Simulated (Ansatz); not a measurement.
# Heat carried by phonons in CdS (Greenockite, P6_3mc), part 3 of 3

How well does the lattice of CdS (Greenockite) conduct heat?

Experimental results on record:
- thermal conductivity 16 W/m/K near room temperature (given in “Combining the AFLOW GIBBS and Elastic Libraries to efficiently and robustly screen thermo-mechanical properties of solids”, 2017, arXiv:1611.05714)

Ansatz 0.2.0; DFT LDA, scalar-relativistic, plane waves, PAW.

So far. Step 2 (A first coarse run): The start is under -3.1 GPa at this level and looks like an insulator or semiconductor on this mesh. Step 4 (Relaxing to small residual forces and stress): The residual pressure is 0.0021 GPa, small enough for phonons. The relaxed cell has a = 4.074, c = 6.638 Å (conventional setting).

The database entry behind the starting cell differs from later determinations by our own check (about 0.35 % long), so it need not match the best structure at ambient conditions.

### 5. Anharmonic force constants and conductivity (continued)

300 K; a sample spread over frequency. Mode lifetimes, by row, the first 40 of 90 rows:

| q1 | q2 | q3 | branch | frequency (THz) | rms speed (km/s) | three-phonon rate (1/ps) | isotope rate (1/ps) | lifetime (ps) | mean free path (nm) |
| --- | --- | --- | --- | --- | --- | --- | --- | --- | --- |
| 0 | 0.0667 | 0 | 1 | 0.257 | 1.35 | 0.00499 | 3.78e-7 | 200 | 271 |
| 0 | 0 | 0.2857 | 1 | 0.695 | 1.36 | 0.00449 | 4.25e-5 | 221 | 301 |
| 0 | 0 | 0.4286 | 2 | 0.948 | 0.98 | 0.00702 | 1.84e-4 | 139 | 136 |
| 0 | 0.1333 | 0.2857 | 2 | 1.075 | 1.98 | 0.0113 | 3.53e-4 | 85.7 | 170 |
| 0 | 0.0667 | 0.1429 | 3 | 1.149 | 3.82 | 0.00699 | 5.28e-4 | 133 | 508 |
| 0.0667 | 0.2 | 0.2857 | 2 | 1.225 | 1.39 | 0.0134 | 8.44e-4 | 70.3 | 97.7 |
| 0 | 0.1333 | 0.2857 | 3 | 1.269 | 0.37 | 0.019 | 0.00127 | 49.3 | 18.1 |
| 0.0667 | 0.3333 | 0.1429 | 1 | 1.324 | 1.04 | 0.0211 | 0.00179 | 43.8 | 45.6 |
| 0.0667 | 0.1333 | 0.2857 | 3 | 1.37 | 0.76 | 0.0191 | 0.00249 | 46.4 | 35.1 |
| 0.0667 | 0.2667 | 0 | 2 | 1.389 | 1.25 | 0.0112 | 0.00399 | 65.7 | 82.1 |
| 0.1333 | 0.4 | 0.4286 | 1 | 1.419 | 0.3 | 0.0251 | 0.00363 | 34.8 | 10.4 |
| 0 | 0.2667 | 0 | 3 | 1.462 | 0.75 | 0.0195 | 0.00284 | 44.8 | 33.6 |
| 0.0667 | 0.0667 | 0.4286 | 4 | 1.497 | 1.59 | 0.0113 | 0.00323 | 68.9 | 109 |
| 0.2 | 0.2 | 0 | 2 | 1.522 | 1.15 | 0.0126 | 0.00387 | 60.6 | 69.7 |
| 0 | 0.4667 | 0.4286 | 1 | 1.553 | 0.14 | 0.0229 | 0.00387 | 37.4 | 5.21 |
| 0 | 0.3333 | 0.2857 | 3 | 1.594 | 0.68 | 0.0193 | 0.00324 | 44.3 | 30.3 |
| 0 | 0.4667 | 0.4286 | 3 | 1.624 | 0.68 | 0.0232 | 0.00328 | 37.8 | 25.5 |
| 0.0667 | 0.4 | 0.4286 | 3 | 1.678 | 0.92 | 0.0211 | 0.00319 | 41.1 | 37.8 |
| 0.1333 | 0.2667 | 0.4286 | 3 | 1.711 | 1.1 | 0.0194 | 0.00362 | 43.4 | 47.9 |
| 0 | 0.4 | 0.1429 | 3 | 1.747 | 0.61 | 0.0238 | 0.00469 | 35.1 | 21.5 |
| 0.1333 | 0.2667 | 0.4286 | 4 | 1.79 | 0.87 | 0.024 | 0.00458 | 34.9 | 30.5 |
| 0.2667 | 0.3333 | 0.1429 | 1 | 1.815 | 1.11 | 0.0275 | 0.00436 | 31.4 | 34.9 |
| 0.0667 | 0.4667 | 0 | 2 | 1.857 | 0.09 | 0.0268 | 0.00372 | 32.7 | 3.1 |
| 0.2 | 0.2667 | 0.4286 | 3 | 1.904 | 1.01 | 0.0258 | 0.00428 | 33.2 | 33.7 |
| 0.0667 | 0.3333 | 0.2857 | 4 | 1.941 | 1.13 | 0.0322 | 0.00428 | 27.4 | 30.8 |
| 0.2 | 0.3333 | 0.1429 | 3 | 1.991 | 0.82 | 0.0365 | 0.00422 | 24.5 | 20 |
| 0 | 0.2667 | 0.2857 | 4 | 2.033 | 0.97 | 0.0327 | 0.00504 | 26.5 | 25.7 |
| 0.1333 | 0.3333 | 0.1429 | 4 | 2.077 | 0.78 | 0.041 | 0.00444 | 22 | 17.1 |
| 0.2 | 0.3333 | 0 | 4 | 2.124 | 0.16 | 0.0457 | 0.00473 | 19.8 | 3.2 |
| 0.0667 | 0.1333 | 0.1429 | 5 | 2.166 | 3.51 | 0.0533 | 0.0037 | 17.5 | 61.5 |
| 0 | 0.1333 | 0.2857 | 5 | 2.225 | 3.47 | 0.0801 | 0.00171 | 12.2 | 42.4 |
| 0 | 0 | 0.4286 | 5 | 2.693 | 3.32 | 0.284 | 8.44e-4 | 3.51 | 11.7 |
| 0.0667 | 0.2667 | 0.1429 | 5 | 3.228 | 2.58 | 0.264 | 0.00133 | 3.78 | 9.75 |
| 0.1333 | 0.2667 | 0.1429 | 5 | 3.464 | 2.06 | 0.248 | 0.00253 | 4 | 8.25 |
| 0.1333 | 0.3333 | 0 | 5 | 3.687 | 1.4 | 0.165 | 0.00468 | 5.88 | 8.2 |
| 0.0667 | 0.4 | 0 | 5 | 3.824 | 1.08 | 0.16 | 0.0077 | 5.97 | 6.48 |
| 0.0667 | 0.2667 | 0.4286 | 6 | 3.912 | 1.58 | 0.155 | 0.0123 | 5.97 | 9.45 |
| 0 | 0.4667 | 0.1429 | 5 | 3.978 | 0.77 | 0.138 | 0.0131 | 6.64 | 5.1 |
| 0 | 0.3333 | 0.4286 | 6 | 4.032 | 1.41 | 0.126 | 0.0169 | 7 | 9.88 |
| 0 | 0.0667 | 0 | 6 | 4.086 | 0.19 | 0.136 | 0.0176 | 6.52 | 1.27 |

Without the LO-TO term. Gamma linewidths, by row:

| branch | frequency (cm⁻¹) | three-phonon rate (1/ps) | isotope rate (1/ps) | FWHM (cm⁻¹) |
| --- | --- | --- | --- | --- |
| 4 | 42 | 0.0256 | 0.00158 | 0.144 |
| 5 | 42 | 0.0256 | 0.00158 | 0.144 |
| 6 | 137 | 0.116 | 0.0172 | 0.706 |
| 7 | 240.8 | 0.859 | 0 | 4.56 |
| 8 | 247.8 | 0.642 | 7.71e-4 | 3.41 |
| 9 | 247.8 | 0.642 | 7.71e-4 | 3.41 |
| 10 | 260.8 | 0.374 | 0.0321 | 2.15 |
| 11 | 260.8 | 0.374 | 0.0321 | 2.15 |
| 12 | 307 | 0.248 | 0.0242 | 1.44 |

W/m/K, third of the trace; RTA populations with a boundary rate v/L added to each mode (Matthiessen's rule). Kappa by grain size, by row:

| T (K) | bulk | 10 nm | 30 nm | 100 nm | 300 nm | 1000 nm | 10000 nm | 100000 nm |
| --- | --- | --- | --- | --- | --- | --- | --- | --- |
| 100 | 47.79 | 2.47 | 5.806 | 12.56 | 21.3 | 31.57 | 44.28 | 47.37 |
| 300 | 15.41 | 2.358 | 4.618 | 7.979 | 11 | 13.37 | 15.13 | 15.38 |
| 600 | 7.919 | 1.92 | 3.388 | 5.174 | 6.478 | 7.334 | 7.849 | 7.912 |

W/m/K, third of the trace; RTA populations with the isotope rates scaled. Kappa by mass disorder, by row:

| T (K) | no isotopes | as typed | variance x 3 | variance x 10 | variance x 30 |
| --- | --- | --- | --- | --- | --- |
| 100 | 62.95 | 47.79 | 35.7 | 22.47 | 13.39 |
| 300 | 17.27 | 15.41 | 13.2 | 9.686 | 6.481 |
| 600 | 8.437 | 7.919 | 7.189 | 5.754 | 4.13 |

At 300 K the relaxation-time value is 15.4 W/(m K).

### 6. Outcome

- highest frequency: 309.3 cm⁻¹
- Debye temperature from the second moment: 388 K
- κ at 300 K (relaxation time): 15.45 W/m/K
- κ at 300 K (full solution): 17.48 W/m/K
- mean free path at half of κ: 91.3 nm
- share of κ above the three lowest branches: 0.288

In words: The lattice of CdS (Greenockite) conducts 17.5 W/(m K) at 300 K by LDA (mean over directions, full solution). The full solution lies +13 % from the relaxation-time value at 300 K. Above 300 K the relaxation-time κ falls as T^-0.95, near the 1/T law of three-phonon scattering. Grains of 100 nm would keep 52 % of the bulk value at 300 K, and grains of 1 µm 87 %. Removing the natural isotope disorder raises κ at 300 K by 12 %. A measured thermal conductivity near room temperature is 16 W/m/K (arXiv:1611.05714); the calculated 17.5 W/m/K differs by +9 %. Part of this agreement may be a cancellation, since four-phonon scattering and the shift of frequencies with temperature are both left out. The sum rules changed one orbit of cubic constants by up to 46 %; by the manual a large change points to a short cutoff or, on a small and distant orbit, to noisy forces. The conductivities include the coherence part between close branches; the shares for grains, isotopes, branches and paths are of the relaxation-time populations alone. Cubic couplings among atoms farther apart than the pair cutoff are dropped, and neither the cutoff nor the q-mesh was shown to be converged here. The interpolation has no quadrupole term, so branches near the zone centre are less sure, since this crystal has sites that are not centres of inversion. The PAW files were made for PBE and are used here under another functional, for which the program regenerates the frozen cores.

[Hosts, paths, dates, database ids (printed as entryN), source tags and the programs' standing remarks are cut or masked in the printed files.]

[A step with changed settings may run another functional than the one named; its input shows which.]
